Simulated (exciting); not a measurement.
# Core excitons at the S L₂,₃ edge of YSF, part 3 of 3

Aim: the S L₂,₃ absorption edge of YSF with the electron–hole interaction treated explicitly, and what each term of the kernel does.

exciting sodium; X-ray absorption, core-level Bethe-Salpeter equation, exchange and statically screened direct term, Tamm-Dancoff, all-electron LAPW+lo LDA.

So far. Step 4 (Screening, kernels and BSE for S atom 3): Maxima (height): 1.8 eV (0.42), 7.4 eV (0.73), 9.0 eV (1.00), 13.4 eV (0.61), 15.8 eV (0.75), 17.8 eV (0.78) and 21.0 eV (0.67); 1 lower ones aren't listed. Step 6 (Exchange alone): Maxima (height): 10.3 eV (0.70), 11.5 eV (0.68), 14.2 eV (0.57), 18.9 eV (0.83) and 19.8 eV (0.83); 1 lower ones aren't listed; the curve is highest at the end of the window. The spectrum differs from the independent-particle run by 4 % r.m.s.

### Step 7. Coarser mesh

Changed against the first singlet run: k mesh from 3×3×2 to 2×2×1.

The input, input.xml:

```
<input>
  <title>YSF</title>
  <structure speciespath="." autormt="false" epslat="1.0e-5">
    <crystal>
      <basevect>7.1299083966 0.0000000000 0.0000000000</basevect>
      <basevect>0.0000000000 7.1299083966 0.0000000000</basevect>
      <basevect>0.0000000000 0.0000000000 12.9005311984</basevect>
    </crystal>
    <species speciesfile="Y.xml" rmt="2.464">
      <atom coord="0.5000000000 0.0000000000 0.7727719800"/>
      <atom coord="0.0000000000 0.5000000000 0.2272280200"/>
    </species>
    <species speciesfile="S.xml" rmt="2.300">
      <atom coord="0.5000000000 0.0000000000 0.3544328100"/>
      <atom coord="0.0000000000 0.5000000000 0.6455671900"/>
    </species>
    <species speciesfile="F.xml" rmt="2.013">
      <atom coord="0.5000000000 0.5000000000 0.0000000000"/>
      <atom coord="0.0000000000 0.0000000000 0.0000000000"/>
    </species>
  </structure>
  <groundstate do="skip" xctype="LDA_PW" ngridk="5 5 2" rgkmax="7" gmaxvr="14" nempty="8" swidth="0.001" maxscl="100" epsengy="1e-5"/>
  <xs xstype="BSE" ngridk="2 2 1" ngridq="2 2 1" vkloff="0.097 0.273 0.493" rgkmax="7" nempty="48" gqmax="3" lmaxapwwf="5" lmaxemat="3" broad="0.01654" tevout="true">
    <energywindow intv="5.045 6.708" points="452"/>
    <screening screentype="full" nempty="73"/>
    <BSE xas="true" xasspecies="2" xasatom="1" xasedge="L23" bsetype="singlet" nstlxas="1 44"/>
    <qpointset>
      <qpoint>0 0 0</qpoint>
    </qpointset>
    <plan>
      <doonly task="xsgeneigvec"/>
      <doonly task="writepmatxs"/>
      <doonly task="scrgeneigvec"/>
      <doonly task="scrwritepmat"/>
      <doonly task="screen"/>
      <doonly task="scrcoulint"/>
    </plan>
  </xs>
</input>
```

The input, input.xml for the exchange start (cutoff and plan only):

```
  gqmax="2.5"
  <plan>
    <doonly task="exccoulint"/>
  </plan>
```

The input, input.xml for the last start (plan only):

```
  <plan>
    <doonly task="bse"/>
  </plan>
```

On the command line:

```sh
$ OMP_NUM_THREADS=1 mpirun -n 2 exciting
$ OMP_NUM_THREADS=1 mpirun -n 2 exciting
$ OMP_NUM_THREADS=2 exciting
```

Numbers of over 12 decimals in the logs are rounded to 6 here.

The log of the run:

```text
| EXCITING SODIUM started for task xsgeneigvec ( 301)                          =
One-shot GS runs for BSE calculations
One-shot GS runs for k+qmt/2 grids
Info(xsgeneigvec): Generating eigenvectors for Q-point      1
Info(xsgeneigvec): Generation of eigenvectors finished
| EXCITING SODIUM started for task writepmatxs ( 320)                          =
Info(writepmatxs): Momentum matrix elements finished
| EXCITING SODIUM started for task scrgeneigvec ( 401)                         =
One-shot GS runs for BSE calculations
One-shot GS runs for k+qmt/2 grids
[...]
Info(setup_bse_block): Setting up RR part of hamiltonian
Info(setup_bse_block): Singlet spin state
Info(bse): Diagonalizing RR Hamiltonian (TDA)
Info(bse): Invoking Lapack routine ZHEEVR
      1056 eigen solutions found in the interval:
         i1=       1 i2=    1056
Info(bse): Writing excition energies and oscillator strengths to text file.
Info(makespectrum_dist): Making spectrum using formula for coupling with time reversed AR basis.
Info(makespectrum_dist): Using formalism for vanishing momentum transfer.
Info(writederived): Writing quantities derived from the macroscopic dielectric function.
Info(bselauncher): Spectrum finished for iqmt=  1
Info(bselauncher): All done for BSE type singlet
```

The job ended after 5.8 min (2 MPI ranks of Arm Neoverse V1, shared host).

Wall time by task: xsgeneigvec 4.9 s, writepmatxs 4.8 s, scrgeneigvec 3.5 s, scrwritepmat 4.1 s, screen 30 s, scrcoulint 25 s, exccoulint 4.5 min, bse 2.8 s.

These settings are cheaper. Against the singlet run the r.m.s. difference is 13 %. The highest maximum lies at 15.1 eV (0.86), against 9.0 eV (1.00). The first bright state moves from -0.15 to 0.17 eV. The lowest bare transition of this run lies at 1.18 eV, against 0.50. A coarse mesh samples few band energies, and it inflates the long-range part of the attraction.

```
E (eV)  first run  this run
  -2.0       0.02      0.02
  -1.0       0.03      0.03
   0.0       0.07      0.07
   1.0       0.19      0.18
   2.0       0.39      0.35
   3.0       0.37      0.33
   4.0       0.25      0.27
   5.0       0.21      0.26
   6.0       0.33      0.39
   7.0       0.60      0.71
   8.0       0.74      0.68
   9.0       1.00      0.82
  10.0       0.79      0.74
  11.0       0.65      0.63
  12.0       0.58      0.52
  13.0       0.56      0.62
  14.0       0.58      0.67
  15.0       0.64      0.83
  16.0       0.75      0.68
  17.0       0.73      0.75
  18.0       0.77      0.74
  19.0       0.67      0.69
  20.0       0.67      0.72
  21.0       0.67      0.72
```

### Step 8. From independent particles to the full kernel

```
  level  curve passes 0.15 (eV)  highest maximum (eV)  its height
     IP                     2.5                  18.9        0.84
    RPA                     2.6                  18.9        0.83
singlet                     0.9                   9.0        1.00
```

```
E (eV)    IP   RPA  singlet
  -2.0  0.01  0.01     0.02
  -1.0  0.01  0.01     0.03
   0.0  0.02  0.02     0.07
   1.0  0.03  0.03     0.19
   2.0  0.08  0.08     0.39
   3.0  0.21  0.19     0.37
   4.0  0.23  0.22     0.25
   5.0  0.19  0.18     0.21
   6.0  0.16  0.15     0.33
   7.0  0.19  0.18     0.60
   8.0  0.33  0.30     0.74
   9.0  0.45  0.41     1.00
  10.0  0.72  0.66     0.79
  11.0  0.70  0.67     0.65
  12.0  0.63  0.61     0.58
  13.0  0.58  0.57     0.56
  14.0  0.57  0.55     0.58
  15.0  0.53  0.51     0.64
  16.0  0.57  0.55     0.75
  17.0  0.70  0.67     0.73
  18.0  0.75  0.73     0.77
  19.0  0.84  0.83     0.67
  20.0  0.82  0.82     0.67
  21.0  0.86  0.87     0.67
```

### Step 9. Results

```json
{"absorber and edge": "S L₂,₃, atom 3", "surroundings": "4 Y at 2.81 Å, 1 Y at 2.86 Å, 4 F at 3.07 Å and 4 S at 3.33 Å (13-fold, site symmetry 4mm)", "first bright state": "-0.15 eV from the Kohn–Sham onset, on this mesh", "highest maximum": "9.0 eV", "cost of the BSE run": "28 min on 2 MPI ranks of Arm Neoverse V1, shared host; the last task ran on as many threads"}
```

What this shows: Is a core exciton bound? Undecided on this mesh: the first bright state (over 5 % of the brightest) lies at -0.15 eV from the Kohn–Sham onset and at -0.66 eV from the lowest bare transition of its own mesh. Exchange alone changes the independent-particle spectrum by 4 % r.m.s. Binding energies aren't converged on 18 k points, and fine structure above the first lines is partly noise of the mesh. The kernel cutoff is low for a compact core orbital, so the effect of exchange is a lower bound. The zero comes from the unshifted 5×5×2 ground-state mesh; it is exact only where the band minimum lies on that mesh. The conduction states carry no spin here, so the exchange coupling to the spinor core hole is only partly held. The Kohn–Sham onset, 149 eV, is no photon energy (tabulated edge of the element: 162.5 eV): the scale needs a rigid shift. Bands and screening come from semilocal DFT, whose small gap overscreens. Vibrations and energy-dependent lifetimes are left out. The structure is a Materials Project entry, computed there, and may be a hypothetical form.

[Banner, clock and machine lines of the logs are left out without a mark of their own.]

[Logs are printed without paths, hosts, clocks, repeated set-up lines and the standing remarks that a program may print on its own settings, such as how far it seeks lower states.]

[Hosts, paths, dates, database ids (printed as entryN), source tags and the programs' standing remarks are cut or masked in the printed files.]
